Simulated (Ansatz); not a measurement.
# Liquid K2Si2O5 (108 atoms) by DFT dynamics

Wanted: pair distributions and atomic motion in K2Si2O5 (108 atoms) at high temperature.

Program: Ansatz 0.2.0. Level of theory: Kohn-Sham DFT, PBE, PAW (set soft_2), plane waves. Results are calculated unless marked as measured.

## (1) The starting structure

The cell holds 108 atoms: 24 K, 60 O and 24 Si. Cell: a = 12.519 Å, b = 12.519 Å, c = 12.519 Å, α = 90.0°, β = 90.0°, γ = 90.0°. 108 atoms (24 K, 60 O, 24 Si) packed at random in a cube at 2.18 g/cm³ and pushed apart as soft spheres, cations and anions kept from their own kind; a start for melting by ab initio MD, not an equilibrated structure.

What the set-up can't give: Only the Γ point is sampled, in a cell whose shortest periodic width is 13 Å.

## (2) Single point at the start

The forces at the start show how far the geometry lies from a minimum of this functional.

Input file input.yaml:

```yaml
crystal:
  lattice:
    - [12.5191, 0.0, 0.0]
    - [0.0, 12.5191, 0.0]
    - [0.0, 0.0, 12.5191]
  atoms:
    - { symbol: K, position: [0.08692, 0.29528, 0.77193] }
    - { symbol: K, position: [0.00579, 0.08857, 0.86584] }
    - { symbol: K, position: [0.91203, 0.11475, 0.19575] }
    - { symbol: K, position: [0.37661, 0.34272, 0.03773] }
    [... 98 atom lines left out ...]
    - { symbol: Si, position: [0.86145, 0.97247, 0.37605] }
    - { symbol: Si, position: [0.15364, 0.51189, 0.55509] }
    - { symbol: Si, position: [0.48366, 0.67516, 0.8128] }
    - { symbol: Si, position: [0.05276, 0.13062, 0.49511] }
    - { symbol: Si, position: [0.76871, 0.31463, 0.12626] }
    - { symbol: Si, position: [0.05354, 0.75828, 0.14362] }
kpoints:
  mp_grid: { grid: [1, 1, 1] }
hamiltonian:
  xc: pbe
scf:
  occupations: { method: fermi_dirac, width: 0.259 }
output:
  forces: true
```

On the command line:

```sh
> ansatz run input.yaml --threads 32 --pin off --max-ram 143360MiB --backend cuda --events-out ev --progress --plain --runs-dir out
```

It took 1.8 s on 1 × NVIDIA GB200 with 32 threads of Arm Neoverse V2, shared host; peak memory 1.5 GiB; 4.6 s of CPU time.

That memory is the host's; the program planned up to 4.9 GiB on the GPU. Forces of this run were stored rounded, and per-atom blocks of the log weren't kept.

The run gave:

- free energy: -86110.4097 eV
- free energy per atom: -797.3186 eV/atom
- SCF cycles: 9
- r.m.s. force component: 1.796 eV/Å
- longest force: 6.802 eV/Å
- Fermi energy: 3.343 eV

The r.m.s. force component of 1.8 eV/Å sets the starting point.

Length of the force by element:

```csv
element,coordination,atoms,mean length of the force (eV/Å),spread,least,most
K,all,24,1.27,0.353,0.474,1.91
O,all,60,2.67,1.23,0.382,6.04
Si,all,24,4.22,1.56,0.814,6.80
```

## (3) Melting at 3000 K

The random start is held at a high temperature, to make it forget its packing.

Changes to input.yaml since step 2:

```diff
@@ -15 +15,8 @@
   forces: true
+md:
+  timestep: 1.5
+  n_steps: 580
+  ensemble: nvt_langevin
+  temperature: 3000
+  initial_velocities: maxwell_boltzmann
+  seed: 2544
```

It took 4.6 min on 1 × NVIDIA GB200 with 32 threads; peak memory 1.5 GiB; 19 min of CPU time.

That memory is the host's.

The program notes that it switched symmetry off.

Rows from the run:

```csv
time (fs),T (K),potential (meV/atom)
0.0,2972,0.0
63.0,5040,-488.5
117.0,4783,-729.9
180.0,4220,-954.5
243.0,3738,-1049.6
297.0,3512,-1124.8
351.0,3155,-1160.5
414.0,3029,-1193.7
468.0,3308,-1292.9
531.0,3410,-1294.3
579.0,3200,-1365.9
639.0,3012,-1357.7
702.0,3031,-1350.8
756.0,2649,-1357.8
810.0,2668,-1412.5
870.0,2809,-1370.7
```

Mean square displacement from the first frame to the last: K 6.6 Å², O 7.5 Å², Si 4.2 Å².

Table of mean square displacement by time lag:

```csv
time lag (fs),K (Å²),O (Å²),Si (Å²)
2,4.7e-4,0.00128,7.2e-4
20,0.0730,0.166,0.0898
38,0.240,0.427,0.226
56,0.456,0.689,0.368
92,0.924,1.10,0.619
110,1.15,1.28,0.733
128,1.37,1.46,0.839
146,1.57,1.62,0.944
164,1.76,1.78,1.05
182,1.93,1.93,1.15
200,2.11,2.09,1.24
236,2.43,2.40,1.44
254,2.58,2.56,1.52
272,2.73,2.71,1.60
290,2.88,2.84,1.68
308,3.04,2.96,1.74
326,3.20,3.08,1.80
344,3.36,3.20,1.86
380,3.64,3.41,1.96
398,3.77,3.51,2.00
416,3.88,3.60,2.04
435,4.01,3.70,2.08
```

Over the second half of 870 fs the temperature averages 3085 K with swings of 242 K r.m.s. From first frame to last O has the largest mean square displacement, 7.5 Å² at the end; the farthest move is 6.63 Å. By the end of the lags followed (0.43 ps), the least mobile element has a mean square displacement of 2.1 Å², too little over such short lags to show that the memory of the start is lost. The run spans 0.87 ps, too short for its means to be equilibrium values.

## (4) Brought to 1350 K

A Langevin thermostat brings the cell to the temperature of interest.

Input file input.yaml:

```yaml
crystal:
  lattice:
    - [12.5191, 0.0, 0.0]
    - [0.0, 12.5191, 0.0]
    - [0.0, 0.0, 12.5191]
  atoms:
    - { symbol: K, position: [0.8817, 0.30411, 0.68214] }
    - { symbol: K, position: [0.01128, 0.97463, 0.80789] }
    - { symbol: K, position: [0.96095, 0.08032, 0.06445] }
    - { symbol: K, position: [0.34892, 0.45597, 0.90089] }
    [... 98 atom lines left out ...]
    - { symbol: Si, position: [0.88589, 0.78742, 0.4221] }
    - { symbol: Si, position: [0.16035, 0.55302, 0.71785] }
    - { symbol: Si, position: [0.64525, 0.65376, 0.86884] }
    - { symbol: Si, position: [0.20391, 0.04857, 0.69139] }
    - { symbol: Si, position: [0.56764, 0.27879, 0.02879] }
    - { symbol: Si, position: [0.17921, 0.80441, 0.40181] }
kpoints:
  mp_grid: { grid: [1, 1, 1] }
hamiltonian:
  xc: pbe
scf:
  occupations: { method: fermi_dirac, width: 0.116 }
output:
  forces: true
md:
  timestep: 1.5
  n_steps: 420
  ensemble: nvt_langevin
  temperature: 1350
  initial_velocities: maxwell_boltzmann
  seed: 5813
```

Elapsed: 3.3 min, on 1 × NVIDIA GB200 with 32 threads; peak memory 1.5 GiB; 14 min of CPU time.

That memory is the host's.

The trajectory, sampled:

```csv
time (fs),T (K),potential (meV/atom)
0.0,1338,0.0
45.0,1765,-150.2
82.5,1799,-182.6
127.5,1600,-240.9
165.0,1727,-293.1
210.0,1499,-290.8
255.0,1424,-311.3
292.5,1214,-297.1
337.5,1393,-333.3
375.0,1344,-325.6
420.0,1189,-311.8
465.0,1187,-314.4
502.5,1367,-323.6
547.5,1207,-293.4
585.0,1414,-307.6
630.0,1386,-316.1
```

Mean square displacement from the first frame to the last: K 2.1 Å², O 1.5 Å², Si 0.86 Å².

The mean square displacement by time lag:

```csv
time lag (fs),K (Å²),O (Å²),Si (Å²)
2,2.0e-4,5.3e-4,3.0e-4
14,0.0156,0.0359,0.0195
27,0.0581,0.102,0.0498
40,0.120,0.168,0.0767
66,0.261,0.267,0.115
80,0.338,0.306,0.134
92,0.403,0.336,0.151
105,0.470,0.366,0.173
118,0.531,0.393,0.195
132,0.584,0.418,0.215
144,0.628,0.439,0.228
171,0.718,0.480,0.251
183,0.758,0.496,0.262
196,0.804,0.511,0.273
210,0.852,0.524,0.282
224,0.900,0.537,0.291
236,0.943,0.548,0.300
249,0.990,0.564,0.311
274,1.07,0.598,0.336
288,1.11,0.618,0.349
302,1.14,0.639,0.363
315,1.17,0.666,0.378
```

Over the second half of 630 fs the temperature averages 1353 K with swings of 103 K r.m.s. From first frame to last K has the largest mean square displacement, 2.1 Å² at the end; the farthest move is 2.74 Å. The run spans 0.63 ps, too short for its means to be equilibrium values.

## (5) Liquid at 1350 K

The hot cell is sampled with a Nosé–Hoover thermostat, which disturbs diffusion little, and with stress on.

Input file input.yaml:

```yaml
crystal:
  lattice:
    - [12.5191, 0.0, 0.0]
    - [0.0, 12.5191, 0.0]
    - [0.0, 0.0, 12.5191]
  atoms:
    - { symbol: K, position: [0.83496, 0.24472, 0.66511] }
    - { symbol: K, position: [0.97109, 0.99158, 0.73187] }
    - { symbol: K, position: [0.01179, 0.00515, 0.00787] }
    - { symbol: K, position: [0.31721, 0.54541, 0.89846] }
    [... 98 atom lines left out ...]
    - { symbol: Si, position: [0.86854, 0.65037, 0.37855] }
    - { symbol: Si, position: [0.15334, 0.53707, 0.69229] }
    - { symbol: Si, position: [0.53463, 0.6829, 0.88773] }
    - { symbol: Si, position: [0.19728, 0.08612, 0.64976] }
    - { symbol: Si, position: [0.52467, 0.34616, 0.01558] }
    - { symbol: Si, position: [0.12246, 0.81021, 0.40825] }
kpoints:
  mp_grid: { grid: [1, 1, 1] }
hamiltonian:
  xc: pbe
scf:
  occupations: { method: fermi_dirac, width: 0.116 }
output:
  forces: true
  stress: true
md:
  timestep: 1.5
  n_steps: 1700
  ensemble: nvt_nose_hoover
  temperature: 1350
  initial_velocities: maxwell_boltzmann
  seed: 6328
```

It took 11 min on 1 × NVIDIA GB200 with 32 threads; peak memory 1.5 GiB; 62 min of CPU time.

That memory is the host's.

The program notes that the SCF threshold is loose for the stress.

Rows from the run:

```csv
time (fs),T (K),potential (meV/atom),conserved (meV/atom)
0.0,1350,0.0,0.00
189.0,1290,-23.5,-0.09
346.5,1352,-37.7,-0.10
513.0,1515,-52.0,-0.15
694.5,1299,-48.2,-0.36
864.0,1341,-68.2,-0.21
1042.5,1223,-89.0,-0.26
1215.0,1273,-82.4,-0.30
1377.0,1338,-71.1,-0.25
1539.0,1614,-89.4,-0.33
1728.0,1356,-93.4,-0.35
1863.0,1040,-65.9,-0.29
2052.0,1407,-83.4,-0.07
2214.0,1333,-99.1,-0.41
2376.0,1337,-113.9,-0.30
2550.0,1323,-109.5,-0.36
```

Mean square displacement from the first frame to the last: K 7.1 Å², O 1.9 Å², Si 1.2 Å².

Table of mean square displacement by time lag:

```csv
time lag (fs),K (Å²),O (Å²),Si (Å²)
2,2.2e-4,4.5e-4,2.5e-4
54,0.246,0.235,0.101
106,0.711,0.451,0.211
160,1.13,0.643,0.322
266,1.71,0.898,0.487
320,1.93,0.995,0.543
372,2.08,1.07,0.585
426,2.19,1.13,0.608
478,2.26,1.16,0.621
531,2.33,1.17,0.625
585,2.41,1.19,0.627
690,2.55,1.21,0.634
744,2.63,1.21,0.636
796,2.71,1.23,0.649
850,2.79,1.26,0.674
903,2.86,1.29,0.705
956,2.94,1.34,0.743
1010,3.05,1.40,0.794
1114,3.26,1.53,0.887
1168,3.38,1.57,0.915
1221,3.50,1.59,0.932
1275,3.62,1.63,0.955
```

The vibrational density of states has structure finer than the step of the table below, so its rows give means over 50 cm⁻¹, whole bins alone (the curve runs from 0 to 1495 cm⁻¹). Peaks (cm⁻¹: height): K 73.5: 1.68; O 98.0: 1.06, 187.9: 0.939, 228.7: 1.03, 302.3: 1.03, 441.2: 0.748, 588.2: 0.48, 833.3: 0.364; Si 49.0: 0.346, 81.7: 0.343, 326.8: 0.327, 384.0: 0.278, 433.0: 0.243, 588.2: 0.259, 620.9: 0.282.

From 1361 steps of 1.5 fs, resolution about 16 cm-1. The vibrational density of states by wavenumber; means over each step; values in 1e-3 per cm⁻¹:

```csv
wavenumber (cm⁻¹),K,O,Si
50,1.43,0.784,0.299
100,1.50,0.982,0.303
150,1.09,0.693,0.204
200,0.347,0.845,0.196
250,0.139,0.946,0.189
300,0.0664,0.933,0.248
350,0.0330,0.655,0.256
400,0.0180,0.575,0.223
450,0.0121,0.568,0.212
500,0.00546,0.386,0.184
550,0.00447,0.362,0.181
600,0.00257,0.395,0.230
650,0.00135,0.276,0.220
700,8.8e-4,0.194,0.180
750,6.6e-4,0.228,0.176
800,4.6e-4,0.255,0.116
850,2.9e-4,0.277,0.107
900,2.6e-4,0.266,0.104
950,2.1e-4,0.279,0.113
1000,1.7e-4,0.245,0.136
1050,1.1e-4,0.242,0.148
1100,8.0e-5,0.150,0.0973
1150,4.3e-5,0.0516,0.0356
1200,2.4e-5,0.0206,0.0124
1250,1.8e-5,0.0143,0.00657
1300,1.3e-5,0.0103,0.00475
1350,8.5e-6,0.00658,0.00333
1400,5.4e-6,0.00564,0.00309
1450,3.3e-6,0.00533,0.00235
```

Over the second half of 2550 fs the temperature averages 1354 K with swings of 95 K r.m.s. The conserved energy stays within 0.43 meV/atom. From first frame to last K has the largest mean square displacement, 7.1 Å² at the end; the farthest move is 6.22 Å. By the end of the lags followed (1.27 ps), the least mobile element has a mean square displacement of 0.95 Å². The potential energy still drifts by -27 meV/atom between the last two quarters, so the cell isn't at equilibrium and its averages are those of a relaxing fluid. The slope of the later half of the mean square displacement gives diffusion coefficients of about 2.9e-5 cm²/s (K); over so short a run these are rough. The vibrational density of states (K) has its highest peak at 73.5 cm⁻¹. The run spans 2.55 ps, short against slow rearrangements.

## (6) Local order late in the run

The g(r) is a mean over the second half; what follows it is taken at the last frame.

Density 2.18 g/cm³, 18.17 Å³ an atom.

Mean of 14 frames. g(r), total and by pair (bins of 0.2 Å):

```csv
r (Å),total,O-O,O-K,O-Si,K-K,K-Si,Si-Si
1.40,0.06,0.00,0.00,0.23,0.00,0.00,0.00
1.60,3.03,0.00,0.00,12.30,0.00,0.00,0.00
1.80,1.46,0.00,0.00,5.90,0.00,0.00,0.00
2.00,0.06,0.00,0.01,0.22,0.00,0.00,0.00
2.20,0.07,0.05,0.21,0.00,0.00,0.00,0.04
2.40,0.59,0.87,1.10,0.00,0.00,0.00,0.90
2.60,1.48,3.19,1.80,0.05,0.00,0.00,0.68
2.80,1.61,3.35,1.78,0.13,0.24,0.10,1.84
3.00,1.07,1.16,1.50,0.35,0.71,0.39,3.86
3.20,0.82,0.37,1.12,0.59,0.85,1.23,2.42
3.40,0.83,0.43,0.99,0.75,1.34,1.66,0.70
3.60,0.93,0.49,0.86,1.07,1.58,2.21,0.02
3.80,0.96,0.56,0.79,1.16,1.77,2.17,0.07
4.00,1.01,0.70,0.91,1.26,1.44,1.75,0.19
4.20,1.06,0.84,0.91,1.44,1.38,1.36,0.22
4.40,0.98,0.91,1.00,1.11,1.08,1.01,0.57
4.60,0.97,1.12,1.01,0.78,1.16,0.85,0.78
4.80,0.95,1.13,1.12,0.66,0.86,0.84,0.81
5.00,1.04,1.20,1.23,0.80,0.79,0.73,1.21
5.20,1.00,1.19,1.15,0.79,0.81,0.66,1.05
5.40,0.98,1.06,1.02,0.95,0.76,0.69,1.21
5.60,0.95,0.95,0.94,0.99,0.83,0.82,1.23
5.80,0.97,0.93,0.92,1.07,0.74,1.01,1.20
6.00,0.98,0.92,0.94,1.06,0.90,1.09,1.06
6.20,1.00,0.92,0.95,1.14,0.89,1.15,0.88
```

Bonds by pair of elements; cutoffs follow the first minimum of g(r), held within bounds set by covalent radii, and pairs that aren't listed don't count as bonded (cutoffs were set anew for this text, so counts can differ from the run's own analysis):

```csv
pair A-B,cutoff (Å),bonds,mean length (Å),spread (Å),shortest (Å),B about A,A about B
O-K,3.58,143,2.97,0.342,2.15,2.38,5.96
O-Si,2.16,96,1.68,0.086,1.49,1.6,4
```

How many atoms have how many bonded neighbours:

```csv
element,mean,2,3,4,5,6,7,8,9
K,5.96,0,0,2,7,8,5,1,1
O,3.98,1,19,23,14,3,0,0,0
Si,4,0,0,24,0,0,0,0,0
```

Bond angles, per cent of each kind in bins of 5°:

```csv
angle (°),K-O-Si,K-O-K,O-Si-O,Si-O-Si
50–55,0.5,0.7,0.0,0.0
55–60,0.0,0.7,0.0,0.0
60–65,0.0,2.8,0.0,0.0
65–70,1.5,4.2,0.0,0.0
70–75,2.5,8.3,0.0,0.0
75–80,6.5,9.7,0.0,0.0
80–85,7.5,11.8,1.4,0.0
85–90,7.0,9.0,2.1,5.4
90–95,10.0,5.6,7.6,8.1
95–100,7.5,6.2,10.4,5.4
100–105,10.5,3.5,11.1,0.0
105–110,7.5,5.6,22.9,2.7
110–115,9.0,3.5,13.9,5.4
115–120,5.0,5.6,16.7,8.1
120–125,6.0,2.8,6.9,16.2
125–130,1.0,2.8,4.9,13.5
130–135,3.5,1.4,1.4,5.4
135–140,5.0,2.1,0.7,8.1
140–145,1.5,1.4,0.0,0.0
145–150,2.5,4.2,0.0,8.1
150–155,3.0,2.1,0.0,5.4
155–160,0.5,2.1,0.0,5.4
160–165,1.5,1.4,0.0,2.7
165–170,0.5,1.4,0.0,0.0
170–175,0.0,1.4,0.0,0.0
```

Bond angles (no mean is given where the spread exceeds 20°):

```csv
angle,count,mean (°),spread (°)
K-O-Si,200,-,-
K-O-K,144,-,-
O-Si-O,144,109,10.7
Si-O-Si,37,-,-
```

Oxygen atoms by the number of network formers (Si, P, Ge, B, Al, As, Ga) bound to them:

```csv
network formers bound to O,O atoms,per cent
0,1,1.7
1,22,36.7
2,37,61.7
```

Network units: each former by its oxygen neighbours and how many of them bridge to another former:

```csv
former,O neighbours,bridging O,atoms
Si,4,1,1
Si,4,2,3
Si,4,3,13
Si,4,4,7
```

Bond length by coordination (bonds to H left out):

```csv
element,coordination,atoms,mean bond length (Å)
K,4,2,2.94
K,5,7,2.96
K,6,8,2.91
K,7,5,2.99
K,8,1,3.15
K,9,1,3.14
O,2,1,1.72
O,3,19,2.16
O,4,23,2.44
O,5,14,2.65
O,6,3,2.75
```

Rings of the network by King's shortest-path rule, up to 12 atoms, one path for each pair of neighbours; H, halogens, alkali and alkaline-earth atoms are left out, and the last column divides by all other atoms, bonded or not:

```csv
ring size (atoms),rings,per network atom
4,3,0.036
6,6,0.071
8,2,0.024
10,3,0.036
12,3,0.036
```

First main peaks of g(r), for some of the pairs, lie near 2.7 Å (O-O), 2.7 Å (O-K), 1.7 Å (O-Si), 3.9 Å (K-K), 3.7 Å (K-Si) and 3.0 Å (Si-Si). Counting bonds as in the table, 33 % of K atoms have 6, 38 % of O atoms have 4 and all Si atoms have 4 bonded neighbours. 62 % of the oxygens bridge two formers (Si) and 37 % are non-bridging; 2 % join none. The commonest Si unit has 4 oxygens, 3 of them shared with other formers (13 of 24 atoms). Rings of 6 atoms are the most common (35 % of those counted); sizes run from 4 to 12, where the search stops.

[end of part 1 of 2]

[Logs are printed without paths, hosts, clocks, repeated set-up lines and the standing remarks that a program may print on its own settings, such as how far it seeks lower states.]

[Hosts, paths, dates, database ids (printed as entryN), source tags and the programs' standing remarks are cut or masked in the printed files.]
